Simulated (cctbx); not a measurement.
# Y3Lu4FePt2 with cctbx, script by script

Library: cctbx 2025.11. The data are simulated by the first script.

## 1. Simulate the data

run.py:

```python
from cctbx import adptbx, crystal, miller, sgtbx, xray
from cctbx.array_family import flex
from iotbx.shelx import hklf
from scitbx import matrix
import scitbx.random

cs = crystal.symmetry(unit_cell=(9.743, 16.736, 5.998, 90, 90, 90), space_group_symbol='Hall: C 2c -2')  # Cmc2_1
atoms = [  # label, site, U (iso, or U11 U22 U33 U12 U13 U23 in A^2), occupancy
    ("Pt1", (0.7219, 0.9099, 0.1859), (0.0136, 0.0107, 0.0182, -0.0013, 0.0018, -0.0013), 1),
    ("Lu1", (0.3125, 0.7645, 0.436), (0.0245, 0.0155, 0.0222, 0.0043, -0.0057, -0.0005), 1),
    ("Lu2", (0.1851, 0.0615, 0.262), (0.0236, 0.0236, 0.0233, -0.0004, 0.0004, 0.0008), 1),
    ("Y1", (0.5, 0.9646, 0.4328), (0.0560, 0.0372, 0.0343, 0.0000, 0.0000, 0.0002), 1),
    ("Y2", (0.5, 0.3742, 0.2518), (0.0156, 0.0208, 0.0234, 0.0000, 0.0000, 0.0009), 1),
    ("Y3", (0.5, 0.1647, 0.4376), (0.0242, 0.0254, 0.0262, 0.0000, 0.0000, 0.0009), 1),
    ("Fe1", (0.5, 0.687, 0.1944), (0.0302, 0.0312, 0.0323, 0.0000, 0.0000, 0.0028), 1),
]
xs = xray.structure(crystal_symmetry=cs)
for label, site, u, occ in atoms:
    u = adptbx.u_cif_as_u_star(cs.unit_cell(), u) if isinstance(u, tuple) else u
    xs.add_scatterer(xray.scatterer(label, site=site, u=u, occupancy=occ))
xs.set_inelastic_form_factors(0.71073, "sasaki")
xs.show_summary()
p1 = xs.expand_to_p1()
ms = miller.build_set(p1, anomalous_flag=True, d_min=0.8)
flex.set_random_seed(626360)
scitbx.random.set_random_seed(626360)
ms = ms.select(flex.random_double(ms.size()) < 0.95)
i = ms.structure_factors_from_scatterers(p1, algorithm="direct").f_calc().as_intensity_array().data()
i = i / flex.sqrt(1 + 0.1 * i / flex.max(i))  # extinction
i = i * 5000 / flex.max(i)
sig = flex.sqrt(i + flex.pow2(0.06 * i) + 4 ** 2)
noise = scitbx.random.variate(scitbx.random.normal_distribution())(i.size())
data = ms.array(data=i + sig * noise, sigmas=sig).set_observation_type_xray_intensity()
with open("data.hkl", "w") as f:
    data.export_as_shelx_hklf(f)
print("reflections written:", data.size(), " <I/sigma> = %.1f" % flex.mean(data.data() / data.sigmas()))
for h, a, b in list(data.sort("data"))[:12]:
    print("%4d%4d%4d %9.1f %7.1f" % (h + (a, b)))
```

```console
$ python run.py
```

```text
Number of scatterers: 7
At special positions: 4
Unit cell: (9.743, 16.736, 5.998, 90, 90, 90)
Space group: C m c 21 (No. 36)
reflections written: 7639  <I/sigma> = 4.2
  -2   6   0    5146.8   308.2
  -2  -6   0    5114.4   308.2
   2   6   0    4815.2   308.2
   2  -6   0    4578.6   308.2
   0   6   0    4528.0   267.3
   0  -6   0    4224.5   267.3
   0   0   4    3333.7   200.3
   0   0  -4    3280.6   195.6
   0  -2  -2    2927.9   172.5
   0  -4   2    2844.9   169.0
   0   2   2    2789.7   174.4
   0   2  -2    2709.8   172.5
```

Run time: 0.29 s on 1 thread of Arm Neoverse V2 (shared host), peak memory 0.07 GiB.

## 2. Symmetry

run.py:

```python
from cctbx import crystal, sgtbx, statistics
from cctbx.array_family import flex
from iotbx.shelx import hklf

p1 = crystal.symmetry(unit_cell=(9.743, 16.736, 5.998, 90, 90, 90), space_group_symbol="P 1")
raw = hklf.reader(file_name="data.hkl").as_miller_arrays(crystal_symmetry=p1, anomalous=True)[0]
print(raw.size(), "reflections to d = %.3f A" % raw.d_min())
isig = raw.data() / raw.sigmas()
print("centring   violations  <I/sigma> of those")
best = "P"
for c in "ABCIRF":
    a = raw.customized_copy(space_group_info=sgtbx.space_group_info("Hall: %s 1" % c)).sys_absent_flags().data()
    m = flex.mean(isig.select(a))
    print("%5s %10d of %5d %8.1f" % (c, (isig.select(a) > 4).count(True), a.count(True), m))
    if (isig.select(a) > 4).count(True) < 0.01 * a.count(True):
        best = c
raw = raw.select(~raw.customized_copy(space_group_info=sgtbx.space_group_info("Hall: %s 1" % best)).sys_absent_flags().data())
isig = raw.data() / raw.sigmas()
rows = []
for s in sgtbx.space_group_symbol_iterator():
    g = sgtbx.space_group(s)
    if g.conventional_centring_type_symbol() != best or not g.is_compatible_unit_cell(p1.unit_cell(), 1e-3, 0.02):
        continue
    rows.append((s, g))
print("Laue class    unique    Rint  (classes that these axes allow; Friedel mates merged)")
rint = {}
for s, g in rows:
    laue = g.build_derived_patterson_group()
    key = laue.type().hall_symbol()
    if key not in rint:
        m = raw.customized_copy(space_group_info=laue.info(), anomalous_flag=False).merge_equivalents()
        rint[key] = m.r_int()
        print("%-14s %6d %7.3f" % (laue.type().lookup_symbol(), m.array().size(), m.r_int()))
floor = min(rint.values())
good = [(s, g) for s, g in rows if rint[g.build_derived_patterson_group().type().hall_symbol()] < 2 * floor + 0.03]
top = max(g.build_derived_patterson_group().order_z() for s, g in good)
print("space group    extra absences  I>4sigma  <I/sigma>")
for s, g in good:
    laue = g.build_derived_patterson_group()
    if laue.order_z() != top:
        continue
    a = raw.customized_copy(space_group_info=g.info()).sys_absent_flags().data()
    a &= ~raw.customized_copy(space_group_info=laue.info()).sys_absent_flags().data()
    bad = (isig.select(a) > 4).count(True)
    if bad <= 0.03 * a.count(True):
        print("%-16s %8d %10d %9s  %s" % (s.universal_hermann_mauguin(), a.count(True), bad, "%.1f" % flex.mean(isig.select(a)) if a.count(True) else "-", "centric" if g.is_centric() else "acentric"))
laue = max(good, key=lambda t: t[1].build_derived_patterson_group().order_z())[1].build_derived_patterson_group()
f = raw.customized_copy(space_group_info=laue.info(), anomalous_flag=False).merge_equivalents().array().eliminate_sys_absent().f_sq_as_f()
f.set_observation_type_xray_amplitude()
bins = max(3, min(8, f.size() // 12))
f.setup_binner(n_bins=bins)
w = statistics.wilson_plot(f, {e: n / laue.order_z() for e, n in {'Pt': 8.0, 'Lu': 16.0, 'Y': 12.0, 'Fe': 4.0}.items()}, e_statistics=True)
print("Wilson B = %.2f A^2   <|E^2-1|> = %.3f (0.968 centric, 0.736 acentric)   E^2>4: %.1f %%" % (w.wilson_b, w.mean_e_sq_minus_1, w.percent_e_sq_gt_2))
print("shell (A)         n   <I/sigma>")
m = raw.customized_copy(space_group_info=laue.info(), anomalous_flag=False).merge_equivalents().array().eliminate_sys_absent()
for b in m.setup_binner(n_bins=bins).range_used():
    sel = m.binner().selection(b)
    print("%5.2f - %4.2f %6d %8.1f" % (min(m.binner().bin_d_range(b)[0] if m.binner().bin_d_range(b)[0] > 0 else 99, 99), m.binner().bin_d_range(b)[1], sel.count(True), flex.mean((m.data() / m.sigmas()).select(sel))))
```

```console
$ python run.py
```

```text
7639 reflections to d = 0.800 A
centring   violations  <I/sigma> of those
    A       1521 of  3805      4.2
    B       1521 of  3820      4.2
    C          0 of  3833      0.0
    I       1519 of  3808      4.2
    R       2023 of  5083      4.2
    F       1521 of  5729      2.8
Laue class    unique    Rint  (classes that these axes allow; Friedel mates merged)
C 1 2/m 1        1045   0.062
C 2/m 1 1        1068   0.060
C m m m           606   0.065
space group    extra absences  I>4sigma  <I/sigma>
C 2 2 21                8          0       0.2  acentric
C 2 2 2                 0          0         -  acentric
C m m 2                 0          0         -  acentric
C m c 21               71          0       0.2  acentric
C 2 m m                 0          0         -  acentric
C m 2 m                 0          0         -  acentric
C 2 c m                71          0       0.2  acentric
C m c m                71          0       0.2  centric
C m m m                 0          0         -  centric
Wilson B = 1.33 A^2   <|E^2-1|> = 0.765 (0.968 centric, 0.736 acentric)   E^2>4: 1.5 %
shell (A)         n   <I/sigma>
 8.42 - 1.60     89     21.8
 1.60 - 1.27     76     21.2
 1.27 - 1.11     81     21.6
 1.11 - 1.01     71     17.5
 1.01 - 0.94     74     17.9
 0.94 - 0.88     62     16.4
 0.88 - 0.84     83     16.1
 0.84 - 0.80     70     16.6
```

Time: 0.3 s.

## 3. Patterson map

run.py:

```python
from cctbx import crystal, maptbx
from iotbx.shelx import hklf

cs = crystal.symmetry(unit_cell=(9.743, 16.736, 5.998, 90, 90, 90), space_group_symbol='Hall: C 2c -2')  # Cmc2_1
raw = hklf.reader(file_name="data.hkl").as_miller_arrays(crystal_symmetry=cs, anomalous=True)[0]
merged = raw.eliminate_sys_absent().merge_equivalents()
fo2 = merged.array().set_observation_type_xray_intensity()
f = fo2.average_bijvoet_mates().f_sq_as_f()
pm = f.patterson_map(symmetry_flags=maptbx.use_space_group_symmetry, sharpening=False, resolution_factor=0.25)
peaks = pm.peak_search(parameters=maptbx.peak_search_parameters(min_distance_sym_equiv=0.4, max_clusters=14)).all()
top = peaks.heights()[0]
print("Patterson group", f.patterson_symmetry().space_group_info())
print("      u       v       w   height  length (A)")
for x, h in zip(peaks.sites(), peaks.heights()):
    y = [t - round(t) for t in x]
    print("%7.3f %7.3f %7.3f %8.1f %8.2f" % (x + (1000 * h / top, cs.unit_cell().length(y))))
```

```console
$ python run.py
```

```text
Patterson group C m m m
      u       v       w   height  length (A)
  0.000   0.000   0.000   1000.0     0.00
  0.116   0.500   0.000    270.1     8.44
  0.000   0.180   0.500    180.5     4.25
  0.000   0.327   0.296    176.9     5.75
  0.000   0.471   0.500    176.0     8.43
  0.000   0.123   0.500    141.7     3.64
  0.000   0.204   0.175    137.3     3.58
  0.109   0.029   0.500    103.9     3.22
  0.185   0.066   0.500    101.4     3.67
  0.188   0.194   0.000     96.9     3.73
  0.102   0.175   0.272     89.3     3.49
  0.054   0.319   0.500     89.2     6.15
  0.000   0.146   0.250     88.9     2.87
  0.000   0.348   0.078     74.6     5.85
```

Time: 0.29 s.

## 4. Charge flipping

run.py:

```python
import itertools
from cctbx import crystal, maptbx
from cctbx.array_family import flex
from iotbx.shelx import hklf
from smtbx.ab_initio import charge_flipping as cf

cs = crystal.symmetry(unit_cell=(9.743, 16.736, 5.998, 90, 90, 90), space_group_symbol='Hall: C 2c -2')  # Cmc2_1
raw = hklf.reader(file_name="data.hkl").as_miller_arrays(crystal_symmetry=cs, anomalous=True)[0]
merged = raw.eliminate_sys_absent().merge_equivalents()
fo2 = merged.array().set_observation_type_xray_intensity()
f = fo2.average_bijvoet_mates().f_sq_as_f().resolution_filter(d_min=0.8)
p1 = f.expand_to_p1()
p1.setup_binner_counting_sorted(reflections_per_bin=max(40, p1.size() // 12))
work = p1.array(data=p1.data() / p1.amplitude_quasi_normalisations().data())
flex.set_random_seed(84938)
it = cf.weak_reflection_improved_iterator(delta=None, weak_reflection_fraction=0.3)
it.start(work, phases=flex.random_double(p1.size()) * 6.2832, f_000=0)
it.delta = 0.9 * it.rho_map.sigma()
print("cycle      R  skewness")
for n, st in enumerate(itertools.islice(it, 100)):
    if n % 8 == 0:
        print("%5d %6.3f %8.2f" % (n, st.r1_factor(), st.rho_map.skewness()))
rho = p1.phase_transfer(it.f_calc).fft_map().apply_volume_scaling()
polish = cf.low_density_elimination_iterator(constant_rho_c=rho.sigma())
polish.start(f_obs=p1, phases=it.f_calc, f_000=0)
for _ in range(8):
    next(polish)
print("origin shift          correlation  skewness")
maps = []
for fc, shift, cc in itertools.islice(cf.f_calc_symmetrisations(f, polish.f_calc, 0), 4):
    m = f.phase_transfer(fc).fft_map(symmetry_flags=maptbx.use_space_group_symmetry, resolution_factor=0.25).apply_sigma_scaling()
    maps.append((m.skewness(), cc, m))
    print("%6.3f %6.3f %6.3f %10.3f %9.2f" % (tuple(shift) + (cc, m.skewness())))
skew, cc, m = max((t for t in maps if t[1] > maps[0][1] - 0.04), key=lambda t: t[0])
print("taken: symmetry correlation %.3f, skewness %.2f" % (cc, skew))
peaks = m.peak_search(parameters=maptbx.peak_search_parameters(min_distance_sym_equiv=0.9, max_clusters=12)).all()
sps = cs.special_position_settings(min_distance_sym_equiv=0.5)
print("peak      x       y       z  mult  height/sigma")
for k, (x, h) in enumerate(zip(peaks.sites(), peaks.heights())):
    ss = sps.site_symmetry(x)
    print("Q%-3d %7.4f %7.4f %7.4f %4d %8.1f" % ((k + 1,) + tuple(t % 1 for t in ss.exact_site()) + (ss.multiplicity(), h)))
```

```console
$ python run.py
```

```text
cycle      R  skewness
    0  0.579     0.22
    8  0.369     1.30
   16  0.368     1.51
   24  0.382     1.68
   32  0.392     1.87
   40  0.394     2.12
   48  0.393     2.40
   56  0.398     2.69
   64  0.406     3.61
   72  0.403     4.83
   80  0.408     5.10
   88  0.417     4.97
   96  0.409     4.95
origin shift          correlation  skewness
 0.036  0.492 -0.000      0.846      1.83
 0.034  0.315  0.000      0.826      1.68
 0.049  0.064 -0.000      0.822      1.83
 0.226  0.065  0.000      0.821      1.49
taken: symmetry correlation 0.846, skewness 1.83
peak      x       y       z  mult  height/sigma
Q1    0.1842  0.0952  0.1670    8      8.4
Q2    0.0000  0.1199  0.8619    4      7.9
Q3    0.1691  0.2265  0.3364    8      7.7
Q4    0.0000  0.3673  0.8025    4      7.3
Q5    0.2223  0.4334  0.3738    8      6.6
Q6    0.1013  0.1289  0.2872    8      4.7
Q7    0.1845  0.3035  0.3134    8      4.7
Q8    0.1554  0.0626  0.9199    8      4.3
Q9    0.1662  0.4124  0.8227    8      3.7
Q10   0.1022  0.3402  0.2331    8      3.6
Q11   0.1792  0.2256  0.9906    8      3.4
Q12   0.2373  0.1114  0.6026    8      3.4
```

Time: 0.4 s.

## 5. Refinement (model from the peaks)

run.py:

```python
import math
from cctbx import adptbx, crystal, maptbx, sgtbx, xray
from cctbx.array_family import flex
from cctbx.xray import observations
from iotbx.shelx import hklf
from scitbx.lstbx import normal_eqns_solving
from smtbx import absolute_structure, utils
from smtbx.refinement import constraints, least_squares

cs = crystal.symmetry(unit_cell=(9.743, 16.736, 5.998, 90, 90, 90), space_group_symbol='Hall: C 2c -2')  # Cmc2_1
atoms = [  # label, site, U (iso, or U11 U22 U33 U12 U13 U23 in A^2), occupancy
    ("Lu1", (0.1842, 0.0952, 0.167), 0.0200, 1),
    ("Fe1", (0, 0.1199, 0.8619), 0.0200, 1),
    ("Pt1", (0.1691, 0.2265, 0.3364), 0.0200, 1),
    ("Y1", (0, 0.3673, 0.8025), 0.0200, 1),
    ("Lu2", (0.2223, 0.4334, 0.3738), 0.0200, 1),
    ("Y2", (0.1013, 0.1289, 0.2872), 0.0200, 1),
]
xs = xray.structure(crystal_symmetry=cs)
for label, site, u, occ in atoms:
    u = adptbx.u_cif_as_u_star(cs.unit_cell(), u) if isinstance(u, tuple) else u
    xs.add_scatterer(xray.scatterer(label, site=site, u=u, occupancy=occ))
xs.set_inelastic_form_factors(0.71073, "sasaki")
raw = hklf.reader(file_name="data.hkl").as_miller_arrays(crystal_symmetry=cs, anomalous=True)[0]
merged = raw.eliminate_sys_absent().merge_equivalents()
fo2 = merged.array().set_observation_type_xray_intensity()
print("Rint %.3f, %d unique reflections to %.2f A" % (merged.r_int(), fo2.size(), fo2.d_min()))
for sc in xs.scatterers():
    sc.flags.set_grad_site(True)
    sc.flags.set_grad_u_aniso(sc.flags.use_u_aniso())
    sc.flags.set_grad_u_iso(sc.flags.use_u_iso())
obs = fo2.as_xray_observations()
extra = {}
rep = constraints.reparametrisation(xs, [], utils.connectivity_table(xs), **extra)
ls = least_squares.crystallographic_ls(obs, rep, weighting_scheme=least_squares.mainstream_shelx_weighting(a=0, b=0))
print("cycle     R1     wR2    GooF  max shift (A)")
for cycle in range(6):
    ls.build_up()
    r1, wr2, goof = ls.r1_factor(cutoff_factor=2)[0], ls.wR2(), ls.goof()
    old = xs.sites_cart()
    normal_eqns_solving.levenberg_marquardt_iterations(ls, n_max_iterations=3, tau=0.0001, step_threshold=1e-7)
    big = flex.max((xs.sites_cart() - old).norms())
    print("%4d %7.4f %7.4f %7.3f %9.5f" % (cycle + 1, r1, wr2, goof, big))
    ls.build_up(objective_only=True)
    if abs(ls.wR2() - wr2) < 5e-5 and big < 5e-4:
        break
ls.build_up()
print("final R1 %.4f wR2 %.4f GooF %.3f  parameters %d  data/parameter %.1f" % (ls.r1_factor(cutoff_factor=2)[0], ls.wR2(), ls.goof(), ls.n_parameters, fo2.size() / ls.n_parameters))
cov = ls.covariance_matrix_and_annotations()
su = dict(zip(cov.annotations, (math.sqrt(max(v, 0)) for v in cov.matrix.matrix_packed_u_diagonal())))
a2 = cs.unit_cell().reciprocal_parameters()[0] ** -2
print("atom        x        y        z      Ueq    occ   su(xyz)  su(Uiso or U11)")
for sc in xs.scatterers():
    s = max(su.get(sc.label + k, 0) for k in (".x", ".y", ".z"))
    npd = "" if sc.is_positive_definite_u(cs.unit_cell()) else "  NPD"
    print("%-5s %8.5f %8.5f %8.5f %8.4f %6.3f %8.5f %7.4f%s" % ((sc.label,) + sc.site + (sc.u_iso_or_equiv(cs.unit_cell()), sc.occupancy, s, su.get(sc.label + ".uiso", su.get(sc.label + ".u11", 0) * a2), npd)))
fo = fo2.f_sq_as_f()
fc = fo.structure_factors_from_scatterers(xs, algorithm="direct").f_calc()
diff = fo.f_obs_minus_f_calc(1 / math.sqrt(ls.scale_factor()), fc).average_bijvoet_mates()
m = diff.fft_map(symmetry_flags=maptbx.use_space_group_symmetry, resolution_factor=0.25).apply_volume_scaling()
print("difference map: max %.2f min %.2f rms %.2f" % (m.statistics().max(), m.statistics().min(), m.statistics().sigma()))
peaks = m.peak_search(parameters=maptbx.peak_search_parameters(min_distance_sym_equiv=0.6, max_clusters=6)).all()
near = xs.closest_distances(peaks.sites(), distance_cutoff=4)
sps = cs.special_position_settings(min_distance_sym_equiv=0.5)
for k, (x, h) in enumerate(zip(peaks.sites(), peaks.heights())):
    ss = sps.site_symmetry(x)
    print("Q%-3d %7.4f %7.4f %7.4f %4d %7.2f  %.2f A from %s" % ((k + 1,) + tuple(t % 1 for t in ss.exact_site()) + (ss.multiplicity(), h, near.smallest_distances[k], xs.scatterers()[near.i_seqs[k]].label)))
```

```console
$ python run.py
```

```text
Rint 0.058, 1063 unique reflections to 0.80 A
cycle     R1     wR2    GooF  max shift (A)
   1  0.6451  0.8965  14.963   0.03220
   2  0.6328  0.8898  14.851   0.03393
   3  0.6194  0.8823  14.726   0.03314
   4  0.6058  0.8746  14.598   0.02971
   5  0.5934  0.8673  14.475   0.02509
   6  0.5833  0.8606  14.365   0.02096
final R1 0.5752 wR2 0.8548 GooF 14.267  parameters 22  data/parameter 48.3
atom        x        y        z      Ueq    occ   su(xyz)  su(Uiso or U11)
Lu1    0.18503  0.09123  0.15264   0.0165  1.000  0.00339  0.0058
Fe1    0.00000  0.12213  0.86128   0.0194  1.000  0.02228  0.0223
Pt1    0.18050  0.23411  0.34316   0.0186  1.000  0.00323  0.0058
Y1     0.00000  0.36956  0.80450   0.0214  1.000  0.01358  0.0182
Lu2    0.21796  0.43599  0.38001   0.0147  1.000  0.00385  0.0048
Y2     0.10196  0.12178  0.28544   0.0212  1.000  0.01001  0.0134
difference map: max 242.74 min -76.63 rms 22.54
Q1    0.1888  0.0920  0.1465    8  259.48  0.05 A from Lu1
Q2    0.1833  0.2357  0.3476    8  230.30  0.05 A from Pt1
Q3    0.2268  0.4378  0.3834    8  203.71  0.09 A from Lu2
Q4    0.2138  0.3727  0.0721    8  105.97  2.13 A from Lu2
Q5    0.0000  0.1569  0.6664    4   98.68  1.31 A from Fe1
Q6    0.0000  0.2971  0.1308    4   94.24  2.30 A from Y1
```

Time: 0.73 s.

Figures of merit this high mean that the model is still wrong or incomplete.

## 6. Charge flipping

run.py, as its changes from the last script of this kind:

```diff
@@ -13,3 +13,2 @@
-p1.setup_binner_counting_sorted(reflections_per_bin=max(40, p1.size() // 12))
-work = p1.array(data=p1.data() / p1.amplitude_quasi_normalisations().data())
-flex.set_random_seed(84938)
+work = p1
+flex.set_random_seed(84939)
@@ -20,2 +19,2 @@
-for n, st in enumerate(itertools.islice(it, 100)):
-    if n % 8 == 0:
+for n, st in enumerate(itertools.islice(it, 200)):
+    if n % 16 == 0:
```

```console
$ python run.py
```

```text
cycle      R  skewness
    0  0.574     0.19
   16  0.372     1.67
   32  0.385     2.03
   48  0.388     2.92
   64  0.371     4.06
   80  0.362     5.42
   96  0.352     5.49
  112  0.345     5.61
  128  0.358     5.29
  144  0.333     5.53
  160  0.335     5.51
  176  0.236     6.20
  192  0.231     6.06
origin shift          correlation  skewness
 0.047  0.484  0.000      0.834      1.41
 0.307  0.483  0.000      0.825      1.13
 0.308  0.309  0.000      0.794      1.07
 0.293  0.237  0.000      0.788      1.24
taken: symmetry correlation 0.834, skewness 1.41
peak      x       y       z  mult  height/sigma
Q1    0.0000  0.0649  0.0136    4      9.7
Q2    0.0000  0.0685  0.1869    4      7.4
Q3    0.2136  0.2547  0.4382    8      5.7
Q4    0.0000  0.2769  0.9812    4      5.5
Q5    0.2246  0.3343  0.6628    8      5.4
Q6    0.2277  0.4802  0.6843    8      5.3
Q7    0.0000  0.3929  0.1156    4      5.2
Q8    0.2332  0.3000  0.0580    8      4.6
Q9    0.0581  0.4093  0.9712    8      4.4
Q10   0.0000  0.4453  0.2797    4      4.2
Q11   0.0874  0.1084  0.4357    8      4.1
Q12   0.2127  0.4317  0.5885    8      3.9
```

Run time: 0.47 s on 1 thread of Arm Neoverse V2, with other jobs on the host, peak memory 0.08 GiB.

[Logs are printed without paths, hosts, clocks, repeated set-up lines and the standing remarks that a program may print on its own settings, such as how far it seeks lower states.]
